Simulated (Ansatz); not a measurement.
# GaN (P6_3mc): given cell or relaxed cell?

Wanted: the change of the gap of GaN (P6_3mc) on relaxing cell and ions.

Program: Ansatz 0.2.0. Level of theory: PBE, HSE06 and G0W0, plane waves, PAW. Values are calculated unless marked as measured.

The database entry behind the starting cell has ideal inner coordinates that were not refined, so it need not match the best structure at room temperature.

## 1. The system as given

The structure is hexagonal, space group P6_3mc (No. 186). The conventional cell has a = 3.190 Å, b = 3.190 Å, c = 5.189 Å, α = 90.00°, β = 90.00°, γ = 120.00°. Nearest to Ga lie 4 N at 1.95 Å. Nearest to N lie 4 Ga at 1.95 Å. Farther neighbours, and contacts between anions beyond the nearest, are not listed.

Coordinates:

```cif
data_structure
_symmetry_space_group_name_H-M 'P6_3mc'
_symmetry_Int_Tables_number 186
_cell_length_a 3.1900
_cell_length_b 3.1900
_cell_length_c 5.1890
_cell_angle_alpha 90.000
_cell_angle_beta 90.000
_cell_angle_gamma 120.000
_cell_volume 45.73
loop_
_atom_site_label
_atom_site_type_symbol
_atom_site_symmetry_multiplicity
_atom_site_Wyckoff_symbol
_atom_site_fract_x
_atom_site_fract_y
_atom_site_fract_z
_atom_site_occupancy
Ga1 Ga 2 b 0.66667 0.33333 0.00000 1
N1 N 2 b 0.66667 0.33333 0.37500 1
```

The cell and positions come from the Crystallography Open Database and are kept as given unless a step says otherwise. The runs that relaxed it are not among those shown. The default PAW set here is soft_2. Its files were made with PBE.

## 2. PBE bands at the given cell

The cheap functional maps the bands first; the places of the edges decide which points the dearer methods must see.

This step: DFT, PBE, plane waves, PAW.

The input, input.yaml:

```yaml
crystal:
  lattice:
    - [3.19, 0.0, 0.0]
    - [-1.595, 2.7626210381, 0.0]
    - [0.0, 0.0, 5.189]
  atoms:
    - { symbol: Ga, position: [0.6666666667, 0.3333333333, 0.0] }
    - { symbol: Ga, position: [0.3333333333, 0.6666666667, 0.5] }
    - { symbol: "N", position: [0.6666666667, 0.3333333333, 0.375] }
    - { symbol: "N", position: [0.3333333333, 0.6666666667, 0.875] }
kpoints:
  mp_grid: { grid: [12, 12, 4] }
  band_path:
    path:
      - [[0.0, 0.0, 0.0], [0.5, 0.0, 0.0], [0.33333333, 0.33333333, 0.0], [0.0, 0.0, 0.0], [0.0, 0.0, 0.5], [0.5, 0.0, 0.5], [0.33333333, 0.33333333, 0.5], [0.0, 0.0, 0.5]]
      - [[0.5, 0.0, 0.5], [0.5, 0.0, 0.0]]
      - [[0.33333333, 0.33333333, 0.5], [0.33333333, 0.33333333, 0.0]]
    npoints: 10
hamiltonian:
  xc: pbe
scf:
  occupations: { method: fermi_dirac, width: 0.02 }
  n_extra_bands: 5
output:
  eigenvalues: true
  write_density: true
  write_potential: true
  elf: true
  volumetric_format: npy
```

On the command line:

```console
$ ansatz run input.yaml --threads 3 --pin off --max-ram 92160MiB --backend cuda --events-out ev --progress --plain --runs-dir out --devices 1 --max-vram 13GiB
```

The program printed:

```text
scf.n_extra_bands = 5 over 18 filled bands (N_el = 36.0): the run solves 23 bands
GPUs: using 1 of 1 available (devices: 1).
Engine: ansatz 0.2.0, x86_64-unknown-linux-gnu
Pseudopotentials: kind: paw
Pseudopotential: Ga, paw, valence charge 13, recommended cutoff 420 eV (normal), Ga.paw.azcp
Pseudopotential: N, paw, valence charge 5, recommended cutoff 420 eV (normal), N.paw.azcp
Functional definition: PBE
  parameter kappa = 0.804
  parameter beta = 0.066725
  exchange = pbe_x(kappa = kappa, mu = beta*pi^2/3)
  correlation = pbe_c(beta = beta)
device memory: the entry about to start is reckoned to put 1.6 GiB on a device that reports 76.6 GiB free (of which the cap on the GPU budget leaves the run 13.0 GiB)
GPU FFT provider: cuFFT
GPU libraries: cuBLAS 13.8.2, cuFFT 12.4.0, cuSOLVER 12.3.4
Crystal: 4 atoms, lattice volume = 45.729 Å³
Basis set: ecut = 420 eV, 917 PW (Γ)
Bands: 23, of which v1, the nominal top of the filled ones, is band 18 counted from 1 (17 counted from 0)
Symmetry: 12 space group operations
Space group: P63mc (ITA 186), of the structure as read, at distance tolerance 3.6e-5 Å
k-points: 57 of 576 (time reversal used)
Non-local potential: Ga, projectors of the file, l = 0: 2, l = 1: 2, l = 2: 3, l = 3: 1
Non-local potential: N, projectors of the file, l = 0: 2, l = 1: 2, l = 2: 1
PAW form: soft (Blöchl's): semilocal exchange-correlation on the pseudo side does not see the compensation charge
PAW one-centre angular grid: Ga, 590 points (default); XC on 64 Gauss nodes
PAW one-centre angular grid: N, 110 points (default); XC on 64 Gauss nodes
Initial density: superposition of atomic densities (neutral atoms: chi_scale 0, normalization atom), corrected by the library's trained network
Initial wavefunctions: pseudopotential atomic-orbital guess
GPU buffer pool allocated for 20736 grid points (all kernels)
GPU transforms: local potential and band sums: pruned to the plane-wave sphere, on 24×24×36
Functional: x = pbe(κ = 0.804, μ = 0.219515), c = pbe(β = 0.066725)
SCF iter   1: F=—  HF=-8335.814833 eV  |F-HF|=—  |Δ(HF+E_count)|=         —  Δρ=8.62e-4  dr2=2.09e-4  ethr=1.77e-3  ⟨swp⟩=4.7  Hψ=5394  notcnv=0
preconditioner: auto → Resta (q_TF=auto, 2.622 Å⁻¹)  ε∞=4.7  [insulator: Δε(μ)=1.883 eV  Ē_g=17.199 eV  σ=0.020 eV  W_gap=1.00  n_scr=22 (ndim 8)  ℏωp=32.9 eV  f_vac=0.009  D(μ)=0.00/eV (n_scr^D=0)  ε∞_Penn≈4.7]
SCF iter   2: F=—  HF=-8335.815407 eV  |F-HF|=—  |Δ(HF+E_count)|=   5.75e-4  Δρ=3.98e-4  dr2=2.57e-5  ethr=5.79e-7  ⟨swp⟩=2.0  Hψ=2877  notcnv=0  defer=6
SCF iter   3: F=—  HF=-8335.815617 eV  |F-HF|=—  |Δ(HF+E_count)|=   2.10e-4  Δρ=1.98e-4  dr2=7.55e-6  ethr=7.15e-8  ⟨swp⟩=2.0  Hψ=2146  notcnv=0  defer=7
SCF iter   4: F=—  HF=-8335.815651 eV  |F-HF|=—  |Δ(HF+E_count)|=   3.35e-5  Δρ=5.54e-5  dr2=9.76e-7  ethr=2.10e-8  ⟨swp⟩=2.0  Hψ=2257  notcnv=0  defer=7
iter 5 did not close the SCF: its close was put off for the readings that it lacked (scf_convergence_deferred on its scf_iter line)
SCF iter   5: F=-8335.815653 eV  HF=-8335.815653 eV  |F-HF|=2.40e-7  |Δ(HF+E_count)|=   2.57e-6  Δρ=1.89e-5  dr2=9.32e-8  ethr=2.71e-9  ⟨swp⟩=2.0  Hψ=2278  notcnv=0  defer=7
SCF iter   6: F=-8335.815653 eV  HF=-8335.815653 eV  |F-HF|=4.25e-9  |Δ(HF+E_count)|=   2.59e-7  Δρ=3.15e-6  dr2=4.01e-9  ethr=2.59e-10  ⟨swp⟩=3.5  Hψ=4904  notcnv=0
SCF 1 converged in 6 iterations: F = -8335.815653 eV  dr2 = 4.01e-9
[...]
device memory: the entry about to start is reckoned to put 1.8 GiB on a device that reports 72.3 GiB free (of which the cap on the GPU budget leaves the run 13.0 GiB)
NSCF: frozen V_eff on 93 k-points, pencils in batches of 32, up to order 104
SCF converged after 6 iterations
Free energy (F): -8335.815653 eV
Harris-Foulkes:  -8335.815653 eV  (|F-HF|=4.25e-9)
Internal energy: -8335.815653 eV  (E = F + TS)
E sigma→0 (E₀):  -8335.815653 eV
Fermi energy:    10.642687 eV
--- Per-component energies (eV) ---
  E_band       = -10.571375
  E_kinetic    = 494.495963
  E_local      = -3905.719153  (includes V_loc(G=0)·N_el)
  E_nonlocal   = 948.829425
  E_hartree    = 1797.550609
  E_xc         = -257.649128
  E_vxc        = -268.353670  (∫ρ·V_xc dr)
  E_paw        = -4240.814950  (= ΣΔE_a)
  E_vpaw       = -874.925938  (= ΣTr[D̂ρ^β])
  E_aug_tail   = 0.000128  (compensation charges beyond the density's cutoff)
  E_ewald      = -3172.508547
  E_smearing   = -0.000000  (= −TS)
  E_closure    = 0.000000  (closes the sum)
  Σ components = -8335.815653   (vs F -8335.815653, Δ=0.00e0)
--- Band table (eV; the first three rows and the last of 57) ---
  k-point 0: bands = [... 14 lower, 8.6450, 9.6255, 9.6893, 9.6893, 11.5790, 13.9333, 18.8698, 19.5672, ... 1 higher]
  k-point 1: bands = [... 14 lower, 8.7916, 8.7916, 9.5298, 9.5298, 12.7765, 14.0368, 18.4838, 19.2478, ... 1 higher]
  k-point 2: bands = [... 14 lower, 9.1543, 9.1543, 9.1543, 9.1543, 13.9149, 13.9149, 18.1697, 18.1697, ... 1 higher]
  k-point 56: bands = [... 14 lower, 5.5172, 5.5172, 8.1971, 8.1971, 16.1055, 16.1055, 16.9860, 16.9860, ... 1 higher]
```

Elapsed: 5.8 s, on 1 × NVIDIA H100 80GB HBM3 (shared by 6 runs) with 3 threads of AMD EPYC 7R13 (Zen 3), shared host; peak memory 0.9 GiB.

This step gave:

```
filled bands         : 18
gap                  : 1.890 eV
valence top at       : Γ
conduction bottom at : Γ
least direct gap     : 1.890 eV
```

The gap is direct, at Γ.

## 3. The relaxed cell

Cell and ions were relaxed with PBE; that run is not shown. It left this cell:

It takes space group P6_3mc (No. 186, hexagonal). The conventional cell has a = 3.218 Å, b = 3.218 Å, c = 5.243 Å, α = 90.00°, β = 90.00°, γ = 120.00°. Nearest to Ga lie 4 N at 1.97 to 1.98 Å. N has 4 Ga at 1.97 to 1.98 Å nearest. Farther neighbours, and contacts between anions beyond the nearest, are not listed.

## 4. PBE at the relaxed cell

The cell differs from the one that the last finished run ended in (a 3.190 → 3.218 Å, b 3.190 → 3.218 Å, c 5.189 → 5.243 Å).

input.yaml, the sections that differ from step 2:

```yaml
crystal:
  lattice:
    - [3.2183911654, 0.0, 0.0]
    - [-1.6091955827, 2.7872085085, 0.0]
    - [0.0, 0.0, 5.2428478794]
  atoms:
    - { symbol: Ga, position: [0.6666666667, 0.3333333333, -0.000864929] }
    - { symbol: Ga, position: [0.3333333333, 0.6666666667, 0.499135071] }
    - { symbol: "N", position: [0.6666666667, 0.3333333333, 0.375864929] }
    - { symbol: "N", position: [0.3333333333, 0.6666666667, 0.875864929] }
output:
  eigenvalues: true
# kpoints, hamiltonian, scf: as in step 2
```

The program printed:

```text
[...]
GPUs: using 1 of 1 available (devices: 1).
[...]
GPU FFT provider: cuFFT
GPU libraries: cuBLAS 13.8.2, cuFFT 12.4.0, cuSOLVER 12.3.4
Crystal: 4 atoms, lattice volume = 47.030 Å³
Basis set: ecut = 420 eV, 941 PW (Γ)
Bands: 23, of which v1, the nominal top of the filled ones, is band 18 counted from 1 (17 counted from 0)
Symmetry: 12 space group operations
[...]
--- Band table (eV; the first three rows and the last of 57) ---
  k-point 0: bands = [... 14 lower, 8.2656, 9.2257, 9.2615, 9.2615, 10.9725, 13.3287, 18.2831, 18.9975, ... 1 higher]
  k-point 1: bands = [... 14 lower, 8.4053, 8.4053, 9.1099, 9.1099, 12.1963, 13.4340, 17.8977, 18.6281, ... 1 higher]
  k-point 2: bands = [... 14 lower, 8.7509, 8.7509, 8.7509, 8.7509, 13.3207, 13.3207, 17.5774, 17.5774, ... 1 higher]
  k-point 56: bands = [... 14 lower, 5.2248, 5.2248, 7.8426, 7.8426, 15.4904, 15.4904, 16.5107, 16.5107, ... 1 higher]
[key lines of the parts left out:]
SCF converged after 6 iterations
Free energy (F): -8335.837369 eV
Fermi energy:    10.126193 eV
```

Run time: 3.9 s. Hardware: 1 × NVIDIA H100 80GB HBM3 (shared by 6 runs) with 3 threads; peak memory 0.9 GiB.

Read from the output:

| Quantity | Value |
| --- | --- |
| gap | 1.711 eV |
| valence top at | Γ |
| conduction bottom at | Γ |
| least direct gap | 1.711 eV |

The gap is direct, at Γ.

## 5. HSE06 at the relaxed cell

HSE06 mixes in a quarter of exact exchange at short range. Exchange couples all pairs of k points, which makes a full band path dear, so levels are read on the mesh and at chosen points.

This step: DFT, HSE06, plane waves, PAW.

input.yaml, the sections that differ from step 4:

```yaml
kpoints:
  mp_grid: { grid: [6, 6, 4] }
  band_path:
    path:
      - [0.0, 0.0, 0.0]
      - [0.5, 0.0, 0.0]
      - [0.33333333, 0.33333333, 0.0]
      - [0.0, 0.0, 0.5]
      - [0.5, 0.0, 0.5]
      - [0.33333333, 0.33333333, 0.5]
    npoints: 1
hamiltonian:
  xc: hse06
scf:
  occupations: { method: fixed }
  n_extra_bands: 5
# crystal, output: as in step 4
```

The program printed:

```text
[...]
GPUs: using 1 of 1 available (devices: 1).
[...]
davidson cushion auto → on  (no smearing: the cushion is to keep the highest requested band from converging to the state above it; pin scf.eigensolver.cushion to override)
[...]
GPU FFT provider: cuFFT
GPU libraries: cuBLAS 13.8.2, cuFFT 12.4.0, cuSOLVER 12.3.4
Crystal: 4 atoms, lattice volume = 47.030 Å³
Basis set: ecut = 420 eV, 941 PW (Γ)
[...]
Fermi energy:    8.447505 eV
[...]
--- Band table (eV; the first three rows and the last of 21) ---
  k-point 0: bands = [... 14 lower, 7.3675, 8.4185, 8.4475, 8.4475, 11.3900, 13.9190, 19.2050, 19.7337, ... 1 higher]
  k-point 1: bands = [... 14 lower, 7.5184, 7.5184, 8.2823, 8.2823, 12.6147, 14.0314, 18.7568, 19.3873, ... 1 higher]
  k-point 2: bands = [... 14 lower, 7.8926, 7.8926, 7.8926, 7.8926, 13.8882, 13.8882, 18.3352, 18.3352, ... 1 higher]
  k-point 20: bands = [... 14 lower, 4.1003, 4.1003, 6.9267, 6.9267, 16.1240, 16.1240, 17.0606, 17.0606, ... 1 higher]
[key lines of the parts left out:]
Free energy (F): -8336.788485 eV
```

Wall time 17 s (1 × NVIDIA H100 80GB HBM3 (shared by 6 runs) with 3 threads); peak memory 1.4 GiB.

Read from the output:

| Quantity | Value |
| --- | --- |
| gap | 2.943 eV |
| valence top at | Γ |
| conduction bottom at | Γ |
| least direct gap | 2.943 eV |

The gap stands +1.23 eV against PBE.

## 6. G0W0 at the relaxed cell

G0W0 replaces the xc potential by the self-energy, built once from these orbitals. Only a window of levels is corrected, while the sums run over the empty bands that the input names.

This step: G0W0 on PBE, plane waves, PAW.

The input, input.yaml:

```yaml
crystal:
  lattice:
    - [3.2183911654, 0.0, 0.0]
    - [-1.6091955827, 2.7872085085, 0.0]
    - [0.0, 0.0, 5.2428478794]
  atoms:
    - { symbol: Ga, position: [0.6666666667, 0.3333333333, -0.000864929] }
    - { symbol: Ga, position: [0.3333333333, 0.6666666667, 0.499135071] }
    - { symbol: "N", position: [0.6666666667, 0.3333333333, 0.375864929] }
    - { symbol: "N", position: [0.3333333333, 0.6666666667, 0.875864929] }
kpoints:
  mp_grid: { grid: [6, 6, 4] }
hamiltonian:
  xc: pbe
scf:
  occupations: { method: fixed }
gw:
  n_empty_bands: 140
  ecut_chi: 120
  qp_bands: [v2, c2]
  qp_kpoints: band_edges
  screening: { model: contour_deformation }
```

The program printed:

```text
GPUs: using 1 of 1 available (devices: 1).
[...]
GPU FFT provider: cuFFT
GPU libraries: cuBLAS 13.8.2, cuFFT 12.4.0, cuSOLVER 12.3.4
Crystal: 4 atoms, lattice volume = 47.030 Å³
Basis set: ecut = 420 eV, 941 PW (Γ)
Bands: 22, of which v1, the nominal top of the filled ones, is band 18 counted from 1 (17 counted from 0)
Symmetry: 12 space group operations
[...]
k-points: 21 of 144 (time reversal used)
[...]
1    20     13.4350   -10.1494    -4.3876   -15.2330  0.8026    14.1392    14.1309  root
[...]
20    17      7.8447   -22.0372     3.3567   -18.0637  0.7595     7.2206     7.2279  root
    20    18      7.8447   -22.0372     3.3567   -18.0637  0.7595     7.2206     7.2279  root
    20    19     15.4911    -9.4683    -4.7345   -14.8752  0.7997    16.1724    16.1636  root
    20    20     15.4911    -9.4683    -4.7345   -14.8752  0.7997    16.1724    16.1636  root
[key lines of the parts left out:]
SCF converged after 6 iterations
Free energy (F): -8335.832795 eV
Fermi energy:    9.264344 eV
```

It took 17 s on 1 × NVIDIA H100 80GB HBM3 (shared by 6 runs) with 3 threads; peak memory 1.2 GiB.

This step gave:

```yaml
bands_summed: 158
rpa_eps_infinity_on_this_mesh_eigenvalues: 6.335, 6.335, 6.341
plane_waves_in_the_screening_matrix: 135
g0w0_gap_on_the_mesh: 2.771 eV
k_of_the_valence_top: 0, 0, 0
k_of_the_conduction_bottom: 0, 0, 0
starting_gap_on_the_mesh: 1.710 eV
least_direct_g0w0_gap_on_the_computed_points: 2.771 eV
```

The gap on the mesh goes from 1.71 eV to 2.77 eV, a correction of +1.06 eV. Between the two edge states, bare exchange in place of the xc potential would open the gap by 7.70 eV, and correlation takes back 6.63 eV.

## 7. G0W0 at the given cell

The input, input.yaml:

```yaml
crystal:
  lattice:
    - [3.19, 0.0, 0.0]
    - [-1.595, 2.7626210381, 0.0]
    - [0.0, 0.0, 5.189]
  atoms:
    - { symbol: Ga, position: [0.6666666667, 0.3333333333, 0.0] }
    - { symbol: Ga, position: [0.3333333333, 0.6666666667, 0.5] }
    - { symbol: "N", position: [0.6666666667, 0.3333333333, 0.375] }
    - { symbol: "N", position: [0.3333333333, 0.6666666667, 0.875] }
kpoints:
  mp_grid: { grid: [6, 6, 4] }
hamiltonian:
  xc: pbe
scf:
  occupations: { method: fixed }
gw:
  n_empty_bands: 136
  ecut_chi: 120
  qp_bands: [v2, c2]
  qp_kpoints: band_edges
  screening: { model: contour_deformation }
```

The program printed:

```text
GPUs: using 1 of 1 available (devices: 1).
[...]
GPU FFT provider: cuFFT
GPU libraries: cuBLAS 13.8.2, cuFFT 12.4.0, cuSOLVER 12.3.4
Crystal: 4 atoms, lattice volume = 45.729 Å³
Basis set: ecut = 420 eV, 917 PW (Γ)
Bands: 22, of which v1, the nominal top of the filled ones, is band 18 counted from 1 (17 counted from 0)
Symmetry: 12 space group operations
[...]
k-points: 21 of 144 (time reversal used)
[...]
1    20     14.0378   -10.1538    -4.4200   -15.2986  0.8075    14.7698    14.7625  root
[...]
20    17      8.1992   -22.2730     3.3886   -18.2362  0.7653     7.5442     7.5510  root
    20    18      8.1992   -22.2730     3.3886   -18.2362  0.7653     7.5442     7.5510  root
    20    19     16.1062    -9.5272    -4.7433   -14.9663  0.8053    16.8099    16.8021  root
    20    20     16.1062    -9.5272    -4.7433   -14.9663  0.8053    16.8099    16.8021  root
[key lines of the parts left out:]
SCF converged after 6 iterations
Free energy (F): -8335.811409 eV
Fermi energy:    9.692075 eV
```

Wall time 16 s (1 × NVIDIA H100 80GB HBM3 (shared by 6 runs) with 3 threads); peak memory 1.2 GiB.

This step gave:

- bands summed: 154
- RPA ε∞ on this mesh (eigenvalues): 5.996, 6.040, 6.040
- plane waves in the screening matrix: 135
- G0W0 gap on the mesh: 3.007 eV
- k of the valence top: 0, 0, 0
- k of the conduction bottom: 0, 0, 0
- starting gap on the mesh: 1.889 eV
- least direct G0W0 gap on the computed points: 3.007 eV

The gap on the mesh goes from 1.89 eV to 3.01 eV, a correction of +1.12 eV. Between the two edge states, bare exchange in place of the xc potential would open the gap by 7.86 eV, and correlation takes back 6.74 eV.

## 8. Together

G0W0 rows are gaps on the mesh, lowered where the mesh misses an edge of the band path.

| level | given cell (eV) | relaxed cell (eV) | change (eV) |
| --- | --- | --- | --- |
| PBE | 1.89 | 1.71 | −0.18 |
| HSE06 | - | 2.94 | - |
| G0W0@PBE | 3.01 | 2.77 | −0.24 |

## 9. Outcome

```yaml
volume_change: +2.8 %
pbe_given_cell: 1.89 eV
pbe_relaxed_cell: 1.71 eV
hse06_relaxed_cell: 2.94 eV
g0w0_pbe_relaxed_cell: 2.77 eV
g0w0_pbe_given_cell: 3.01 eV
known_limits: short of the basis limit; no spin-orbit coupling
```

In words: Relaxation changes the volume by +2.8 % and the gap by −0.18 eV (PBE) and −0.24 eV (G0W0@PBE). Bands and cutoff are finite, so the gap stands short of the basis limit, usually by up to a few tenths of an eV; the mesh is an error of its own. The many-body steps are scalar-relativistic: spin-orbit coupling is not in them.

[Long decimals in the printed logs are rounded to 6 places.]

[Logs are printed without paths, hosts, clocks, repeated set-up lines and the standing remarks that a program may print on its own settings, such as how far it seeks lower states.]

[Paths, hosts, dates, memory and timing lines, banners, echoed tables and standing remarks are left out of the program output; an Ansatz launch command may be rebuilt from the run's recorded settings. Measured values are a selection of at most five: reports struck by readers or far from the other reports are left out. None is set beside runs whose start may be inverted or whose files or cutoffs have a known fault.]

[Runs of the session that timed out or met a known fault of the program may be left out.]

[Cells called generated may have been cut or substituted from an entry of the Crystallography Open Database or the Materials Project.]

[Hosts, paths, dates, database ids (printed as entryN), source tags and the programs' standing remarks are cut or masked in the printed files.]

[Where the starting crystal was built by hand or by swapping elements, it need not be the compound's stable phase.]
